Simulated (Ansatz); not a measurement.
# From spin parameters to the magnetic ion

A crystal has the composition NaTl2MF6, where M is a 4d element. A calculation (PBE+U, spin-orbit coupling in second variation, Ansatz) gives:

| Quantity | Value |
| --- | --- |
| S | 3/2 |
| g | 1.9574 (isotropic) |
| moment in its sphere | 1.67 μB |

**Question.** Which ion is it, and why?

The crystal is NaTl2MoF6, space group Fm-3m. The spin sits on Mo, with 6 F at 2.03 Å round it. With the usual charges of the other elements M must be +3. Ions of this row are low-spin as a rule, so S = 3/2 at that charge points to d3: Mo³⁺ d³. The shift is negative: in a shell less than half full the orbital moment opposes the spin.

[Hosts, paths, dates, database ids (printed as entryN), source tags and the programs' standing remarks are cut or masked in the printed files.]
